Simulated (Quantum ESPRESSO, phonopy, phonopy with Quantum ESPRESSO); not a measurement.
# BAs (F-43m): a volume series of phonon spectra, part 2 of 2

Aim: how the vibrations of BAs shift with volume, and the expansion that follows.

Experimental results on record:
- volume expansion coefficient 11.55 1e-6/K near room temperature (given in “Basic Physical Properties of Cubic Boron Arsenide (three times its linear coefficient)”, 2019, arxiv:1911.11281)
- volume expansion coefficient 10.8 1e-6/K near room temperature (given in “Thermal expansion coefficients of high thermal conducting BAs and BP materials (three times its linear coefficient)”, 2019, arxiv:1906.04101)

Quantum ESPRESSO 7.5; DFT PBE, scalar-relativistic, plane waves, GBRV ultrasoft pseudopotentials.

So far. Step 16 (Phonons, V/V0 0.985): No mode is imaginary beyond numerical noise along the path. The highest zone-centre mode (no LO–TO term) moved by +1.5 % for a volume change of -1.5 %. Step 16 (Phonons, V/V0 0.985): The time given is that of the 2 pw.x runs on displaced cells behind this step.

### 17. Self-consistent run, V/V0 1.03

This step: DFT PBE, scalar-relativistic, plane waves, GBRV ultrasoft pseudopotentials (Quantum ESPRESSO 7.5).

System of this step: BAs. It takes space group F-43m (No. 216, cubic). The conventional cell has a = 4.867 Å, b = 4.867 Å, c = 4.867 Å, α = 90.00°, β = 90.00°, γ = 90.00°. B has 4 As at 2.11 Å nearest. Nearest to As lie 4 B at 2.11 Å. Farther neighbours are not listed.

scf.in reads:

```
&CONTROL
  calculation = 'scf'
  prefix      = 'x'
  outdir      = './tmp'
  pseudo_dir  = './pseudo'
  tprnfor     = .true.
  tstress     = .true.
/
&SYSTEM
  ibrav       = 0
  nat         = 2
  ntyp        = 2
  ecutwfc     = 40.0
  ecutrho     = 240.0
  occupations = 'fixed'
  nbnd        = 6
/
&ELECTRONS
  conv_thr         = 1.0d-12
  mixing_beta      = 0.7
  electron_maxstep = 100
/
ATOMIC_SPECIES
 B      10.8100  B.upf
 As     74.9216  As.upf
CELL_PARAMETERS angstrom
     0.000000000    2.433570539    2.433570539
     2.433570539    0.000000000    2.433570539
     2.433570539    2.433570539    0.000000000
ATOMIC_POSITIONS crystal
 B      0.000000000   0.000000000   0.000000000
 As     0.250000000   0.250000000   0.250000000
K_POINTS automatic
 12 12 12 0 0 0
```

Command:

```sh
> OMP_NUM_THREADS=1 mpirun -n 8 pw.x -nk 8 -in scf.in > scf.out
```

The job ended after 2.9 s (8 MPI ranks of Arm Neoverse V1, shared host).

The run ends at a pressure of -3.66 GPa.

### 18. Born charges and dielectric tensor

ph.in reads:

```
phonons
&INPUTPH
  prefix = 'x'
  outdir = './tmp'
  fildyn = 'x.dyn'
  tr2_ph = 1.0d-18
  epsil  = .true.
/
0.000000000 0.000000000 0.000000000
```

scf.in is that of step 17.

Command:

```sh
> OMP_NUM_THREADS=1 mpirun -n 8 ph.x -nk 8 -in ph.in > ph.out
```

It took 29 s on 8 MPI ranks.

The Born charges sum to zero within 0.0057 e; the rest is removed before use. Acoustic frequencies in this log differ from zero by the error of the sum rule, which ph.x does not impose.

### 19. A displaced supercell

System of this step: BAs. The cell holds 54 atoms: 27 B and 27 As. Its edges and angles: a = 10.325 Å, b = 10.325 Å, c = 10.325 Å, α = 60.0°, β = 60.0°, γ = 60.0°. It derives from BAs, repeated 3×3×3.

disp-00001.in reads:

```
&CONTROL
  calculation = 'scf'
  prefix      = 'x'
  outdir      = './tmp'
  pseudo_dir  = './pseudo'
  tprnfor     = .true.
  disk_io     = 'none'
/
&SYSTEM
  ibrav       = 0
  nat         = 54
  ntyp        = 2
  ecutwfc     = 40.0
  ecutrho     = 240.0
  occupations = 'fixed'
  nbnd        = 110
/
&ELECTRONS
  conv_thr         = 1.0d-11
  mixing_beta      = 0.7
  electron_maxstep = 100
/
ATOMIC_SPECIES
 B      10.8100  B.upf
 As     74.9216  As.upf
CELL_PARAMETERS angstrom
     0.000000000    7.300711618    7.300711618
     7.300711618    0.000000000    7.300711618
     7.300711618    7.300711618    0.000000000
ATOMIC_POSITIONS crystal
 B      0.001937090   0.000000000   0.000000000
 B      0.333333333   0.000000000   0.000000000
 B      0.666666667   0.000000000   0.000000000
 B      0.000000000   0.333333333   0.000000000
 B      0.333333333   0.333333333   0.000000000
 B      0.666666667   0.333333333   0.000000000
 B      0.000000000   0.666666667   0.000000000
 B      0.333333333   0.666666667   0.000000000
[... 42 atom lines left out ...]
 As     0.750000000   0.416666667   0.750000000
 As     0.083333333   0.750000000   0.750000000
 As     0.416666667   0.750000000   0.750000000
 As     0.750000000   0.750000000   0.750000000
K_POINTS automatic
 3 3 3 0 0 0
```

Command:

```sh
> OMP_NUM_THREADS=1 mpirun -n 4 pw.x -nk 4 -in disp-00001.in > disp-00001.out
```

Elapsed: 16 min, on 4 MPI ranks; 64 min of CPU time.

### 20. Phonons, V/V0 1.03

This step: DFT PBE, scalar-relativistic, plane waves, GBRV ultrasoft pseudopotentials (phonopy with Quantum ESPRESSO 4.10.0 / 7.5).

The job ended after 16 min (8 threads).

Phonopy, LO-TO term from ph.x's tensors. The phonon branches at the labelled points (cm⁻¹):

```tsv
point	branch 1	branch 2	branch 3	branch 4	branch 5	branch 6
Γ	0	0	0	660	660	662
halfway	146	146	219	621	621	678
X	186	186	301	570	570	686
halfway	186	202	294	571	574	680
U	184	234	274	577	586	668
jump to K	184	234	274	577	586	668
halfway	131	163	223	629	635	660
Γ	0	0	0	660	660	662
halfway	109	109	209	642	642	664
L	138	138	290	624	624	658
halfway	171	207	276	595	610	657
W	206	242	257	569	596	660
halfway	196	206	287	569	581	675
X	186	186	301	570	570	686
```

No mode is imaginary beyond numerical noise along the path. The highest zone-centre mode (no LO–TO term) moved by -3.0 % for a volume change of +3.0 %.

The time given is that of the 2 pw.x runs on displaced cells behind this step.

### 21. Self-consistent run, V/V0 0.97

This step: DFT PBE, scalar-relativistic, plane waves, GBRV ultrasoft pseudopotentials (Quantum ESPRESSO 7.5).

System of this step: BAs. Symmetry: F-43m, No. 216, cubic system. Conventional cell: a = 4.771 Å, b = 4.771 Å, c = 4.771 Å, α = 90.00°, β = 90.00°, γ = 90.00°. B has 4 As at 2.07 Å nearest. Nearest to As lie 4 B at 2.07 Å. Farther neighbours are not listed.

scf.in: that of step 18 with these lines changed.

```diff
@@ -26,5 +26,5 @@
 CELL_PARAMETERS angstrom
-     0.000000000    2.433570539    2.433570539
-     2.433570539    0.000000000    2.433570539
-     2.433570539    2.433570539    0.000000000
+     0.000000000    2.385368294    2.385368294
+     2.385368294    0.000000000    2.385368294
+     2.385368294    2.385368294    0.000000000
 ATOMIC_POSITIONS crystal
```

Command:

```sh
> OMP_NUM_THREADS=1 mpirun -n 8 pw.x -nk 8 -in scf.in > scf.out
```

Elapsed: 2.2 s, on 8 MPI ranks; 17 s of CPU time.

The run ends at a pressure of 4.29 GPa.

### 22. Zone-centre response

ph.in is that of step 18.

scf.in is that of step 21.

Command:

```sh
> OMP_NUM_THREADS=1 mpirun -n 8 ph.x -nk 8 -in ph.in > ph.out
```

Elapsed: 20 s, on 8 MPI ranks.

The Born charges sum to zero within 0.0036 e; the rest is removed before use. Acoustic frequencies in this log differ from zero by the error of the sum rule, which ph.x does not impose.

### 23. Forces on a displaced cell

System of this step: BAs. The cell holds 54 atoms: 27 B and 27 As. Cell: a = 10.120 Å, b = 10.120 Å, c = 10.120 Å, α = 60.0°, β = 60.0°, γ = 60.0°. It derives from BAs, repeated 3×3×3.

disp-00001.in: that of step 19 with these lines changed.

```diff
@@ -26,7 +26,7 @@
 CELL_PARAMETERS angstrom
-     0.000000000    7.300711618    7.300711618
-     7.300711618    0.000000000    7.300711618
-     7.300711618    7.300711618    0.000000000
+     0.000000000    7.156104882    7.156104882
+     7.156104882    0.000000000    7.156104882
+     7.156104882    7.156104882    0.000000000
 ATOMIC_POSITIONS crystal
- B      0.001937090   0.000000000   0.000000000
+ B      0.001976234   0.000000000   0.000000000
  B      0.333333333   0.000000000   0.000000000
```

Command:

```sh
> OMP_NUM_THREADS=1 mpirun -n 4 pw.x -nk 4 -in disp-00001.in > disp-00001.out
```

Elapsed: 14 min, on 4 MPI ranks; 57 min of CPU time.

### 24. Phonons, V/V0 0.97

This step: DFT PBE, scalar-relativistic, plane waves, GBRV ultrasoft pseudopotentials (phonopy with Quantum ESPRESSO 4.10.0 / 7.5).

Wall time 14 min (8 threads).

No mode is imaginary beyond numerical noise along the path. The highest zone-centre mode (no LO–TO term) moved by +3.1 % for a volume change of -3.0 %.

The time given is that of the 2 pw.x runs on displaced cells behind this step.

### 25. Ground state at this cell, V/V0 1.05

This step: DFT PBE, scalar-relativistic, plane waves, GBRV ultrasoft pseudopotentials (Quantum ESPRESSO 7.5).

System of this step: BAs. It takes space group F-43m (No. 216, cubic). The conventional cell has a = 4.898 Å, b = 4.898 Å, c = 4.898 Å, α = 90.00°, β = 90.00°, γ = 90.00°. Nearest to B lie 4 As at 2.12 Å. Nearest to As lie 4 B at 2.12 Å. Farther neighbours are not listed.

scf.in: that of step 22 with these lines changed.

```diff
@@ -26,5 +26,5 @@
 CELL_PARAMETERS angstrom
-     0.000000000    2.385368294    2.385368294
-     2.385368294    0.000000000    2.385368294
-     2.385368294    2.385368294    0.000000000
+     0.000000000    2.449220941    2.449220941
+     2.449220941    0.000000000    2.449220941
+     2.449220941    2.449220941    0.000000000
 ATOMIC_POSITIONS crystal
```

Command:

```sh
> OMP_NUM_THREADS=1 mpirun -n 8 pw.x -nk 8 -in scf.in > scf.out
```

The job ended after 2.7 s (8 MPI ranks; 21 s of CPU time).

The run ends at a pressure of -5.80 GPa.

### 26. Born charges and dielectric tensor

ph.in is that of step 22.

scf.in is that of step 25.

Command:

```sh
> OMP_NUM_THREADS=1 mpirun -n 8 ph.x -nk 8 -in ph.in > ph.out
```

Wall time 29 s (8 MPI ranks); 3.9 min of CPU time.

ε∞:

```
10.16  0.00  0.00
 0.00 10.16  0.00
 0.00  0.00 10.16
```

The Born charges sum to zero within 0.0061 e; the rest is removed before use. Acoustic frequencies in this log differ from zero by the error of the sum rule, which ph.x does not impose.

### 27. A displaced supercell

System of this step: BAs. The cell holds 54 atoms: 27 B and 27 As. Cell: a = 10.391 Å, b = 10.391 Å, c = 10.391 Å, α = 60.0°, β = 60.0°, γ = 60.0°. It derives from BAs, repeated 3×3×3.

disp-00001.in: that of step 23 with these lines changed.

```diff
@@ -26,7 +26,7 @@
 CELL_PARAMETERS angstrom
-     0.000000000    7.156104882    7.156104882
-     7.156104882    0.000000000    7.156104882
-     7.156104882    7.156104882    0.000000000
+     0.000000000    7.347662822    7.347662822
+     7.347662822    0.000000000    7.347662822
+     7.347662822    7.347662822    0.000000000
 ATOMIC_POSITIONS crystal
- B      0.001976234   0.000000000   0.000000000
+ B      0.001924712   0.000000000   0.000000000
  B      0.333333333   0.000000000   0.000000000
```

Command:

```sh
> OMP_NUM_THREADS=1 mpirun -n 4 pw.x -nk 4 -in disp-00001.in > disp-00001.out
```

It took 16 min on 4 MPI ranks; 64 min of CPU time.

### 28. Phonons, V/V0 1.05

This step: DFT PBE, scalar-relativistic, plane waves, GBRV ultrasoft pseudopotentials (phonopy with Quantum ESPRESSO 4.10.0 / 7.5).

Elapsed: 16 min, on 8 threads; 2.1 h of CPU time.

No mode is imaginary beyond numerical noise along the path. The highest zone-centre mode (no LO–TO term) moved by -4.9 % for a volume change of +5.0 %.

The time given is that of the 2 pw.x runs on displaced cells behind this step.

### 29. How the modes move with volume

This step: DFT PBE, scalar-relativistic, plane waves, GBRV ultrasoft pseudopotentials (phonopy 4.10.0).

This step gave:

```yaml
share_of_modes_with_a_negative_grueneisen_parameter: 0.009
```

Mean Grüneisen, by row:

```tsv
T (K)	heat-capacity-weighted mean	root mean square
50	0.349	0.458
100	0.485	0.607
200	0.683	0.813
300	0.791	0.911
500	0.863	0.971
800	0.889	0.993
```

The mean mode Grueneisen parameter by wavenumber:

```tsv
wavenumber (cm⁻¹)	mean mode Grueneisen parameter
12	-
36	0.221
59	0.364
83	0.316
106	0.32
130	0.219
154	0.233
178	0.306
201	0.526
225	0.703
249	0.86
272	1.01
296	1.05
320	1.02
343	-
367	-
391	-
414	-
438	-
462	-
485	-
509	-
533	-
556	-
580	-
604	1.45
627	1.29
651	1.18
675	1.18
698	1.16
```

Volume series, by row:

```tsv
V/V0	V (Å³/atom)	pressure (GPa)	E - E0 (meV/atom)	gap (eV)	zero-point energy (meV/atom)	lowest on the path (cm⁻¹)	highest at Gamma without the LO-TO term (cm⁻¹)
0.97	13.57	4.29	5.625	1.185	82.2	0	701.4
0.985	13.78	2.067	1.407	1.201	80.85	0	690.7
1	13.99	0.01	0	1.217	79.52	0	680.3
1.015	14.2	-1.893	1.188	1.232	78.22	0	670.2
1.03	14.41	-3.658	4.798	1.246	76.81	0	660
1.05	14.69	-5.802	13.02	1.265	75.16	0	647.2
```

Table of optical frequency at Gamma without the LO-TO term, mode 4 by V/V0:

```tsv
V/V0	optical frequency at Gamma without the LO-TO term, mode 4 (cm⁻¹)
0.9700	701
0.9850	691
1.0000	680
1.0150	670
1.0300	660
1.0500	647
```

Grüneisen at points, by row:

```tsv
point	branch	frequency (cm⁻¹)	mode Grüneisen parameter
Γ	4	680.3	1.01
Γ	6	683	1.06
X	1	187.5	0.12
X	3	310.5	1.02
X	4	597.9	1.55
X	6	709.5	1.1
U	1	184.8	0.12
U	2	238.8	0.64
U	3	282.3	0.99
U	4	603.1	1.43
U	5	612.7	1.42
U	6	693.8	1.23
K	1	184.8	0.12
K	2	238.8	0.64
K	3	282.3	0.99
K	4	603.1	1.43
K	5	612.7	1.42
K	6	693.8	1.23
L	1	138.2	-0.1
L	3	301	1.16
L	4	648.1	1.22
L	6	682.2	1.17
W	1	209.6	0.52
W	2	245.8	0.4
W	3	265.7	1.09
W	4	597.1	1.56
W	5	619.4	1.24
W	6	687	1.32
```

### 30. Quasi-harmonic fit by phonopy

Numbers from this step:

| Property | Result |
| --- | --- |
| volume expansion coefficient at 300 K | 13.91 1e-6/K |
| isothermal bulk modulus at 300 K | 126.6 GPa |
| C_P at 300 K | 17.51 J/mol-atom/K |
| Grüneisen parameter at 300 K | 0.859 |

Energy (each curve on its own zero) against volume; values in meV/atom:

```tsv
volume (Å³/atom)	static	F at 0 K	F at 300 K	F at 900 K
13.573	5.62	9.04	9.79	14.4
13.783	1.41	3.46	3.94	6.81
13.992	0	0.72	0.93	2.03
14.202	1.19	0.62	0.53	-0.14
14.412	4.8	2.82	2.35	-0.4
14.692	13.0	9.38	8.5	3.33
```

Phonopy-qha, vinet fit of F(V) at each temperature; no electronic free energy. Qha vinet, by row:

```tsv
T (K)	fitted volume (Å³/atom)	alpha_V (1e-6/K)	B_T (GPa)	C_P (J/mol-atom/K)	Grueneisen
100	14.11	3.47	128.3	6.604	0.5688
150	14.11	6.23	128	10.14	0.6692
200	14.12	9.1	127.6	13.09	0.7554
250	14.13	11.73	127.2	15.56	0.8174
300	14.14	13.91	126.6	17.51	0.8593
350	14.15	15.63	126.1	19.02	0.8875
400	14.16	16.99	125.6	20.17	0.9076
450	14.17	18.07	125	21.07	0.9224
500	14.18	18.93	124.5	21.77	0.9333
550	14.2	19.63	124	22.32	0.9418
600	14.21	20.22	123.5	22.77	0.9495
650	14.23	20.7	123	23.14	0.9548
700	14.24	21.11	122.5	23.44	0.9598
750	14.26	21.47	122.1	23.7	0.9641
800	14.27	21.76	121.7	23.92	0.9674
850	14.29	22.02	121.3	24.09	0.9705
```

Table of volume expansion coefficient, phonopy-qha, Vinet by temperature:

temperature (K), volume expansion coefficient, phonopy-qha, Vinet (1e-6/K) and a bar:
```
       75        2.1 
      100        3.5 ##
      125        4.8 ####
      150        6.2 ######
      175        7.7 ########
      225       10.5 #############
      250       11.7 ##############
      275       12.9 ################
      300       13.9 ##################
      325       14.8 ###################
      350       15.6 ####################
      375       16.4 #####################
      400       17.0 ######################
      425       17.6 #######################
      450       18.1 ########################
      500       18.9 #########################
      525       19.3 ##########################
      550       19.6 ##########################
      575       19.9 ###########################
      600       20.2 ###########################
      625       20.5 ############################
      650       20.7 ############################
      675       20.9 ############################
      700       21.1 ############################
      725       21.3 #############################
      775       21.6 #############################
      800       21.8 #############################
      825       21.9 ##############################
      850       22.0 ##############################
      875       22.1 ##############################
```

The fit gives a volume expansion of 13.9 × 10⁻⁶/K at 300 K.

### 31. What came out

| Quantity | Value |
| --- | --- |
| volume expansion coefficient at 300 K | 13.91 1e-6/K |
| isothermal bulk modulus at 300 K | 126.6 GPa |
| C_P at 300 K | 17.51 J/mol-atom/K |
| Grüneisen parameter at 300 K | 0.859 |
| mean mode Grüneisen parameter at 300 K | 0.791 |

Near room temperature BAs expands by 13.9 × 10⁻⁶/K in volume by PBE, with C_P = 17.5 J/(mol K) per mole of atoms and B_T = 127 GPa. C_P at room temperature is 70 % of the classical 3R an atom, so the stiffest modes are still partly frozen out. A measured volume expansion coefficient near room temperature is 11.55 1e-6/K (arxiv:1911.11281); the calculated 13.9 1e-6/K differs by +20 %. The heat-capacity-weighted Grüneisen parameter goes from 0.349 at 50 K to 0.889 at 800 K. Weighting γ by the density of states and each mode's heat capacity at 300 K, modes below 240 cm⁻¹ give about 23 % of the sum of γC that drives the expansion, those up to 480 cm⁻¹ 24 % and the rest 53 %. Among the labelled points γ is largest for branch 4 at W (597 cm⁻¹, 1.6) and most negative for branch 1 at L (138 cm⁻¹, -0.1). The supercell is 8.5 Å across at its narrowest and was not tested against a larger one: only its own wavevectors are exact, and acoustic branches between them, with the entropy at low temperature, can be off.

[Logs are printed without paths, hosts, clocks, repeated set-up lines and the standing remarks that a program may print on its own settings, such as how far it seeks lower states.]

[Hosts, paths, dates, database ids (printed as entryN), source tags and the programs' standing remarks are cut or masked in the printed files.]

[A step with changed settings may run another functional than the one named; its input shows which.]

[Of the runs on displaced cells, only some may be shown.]
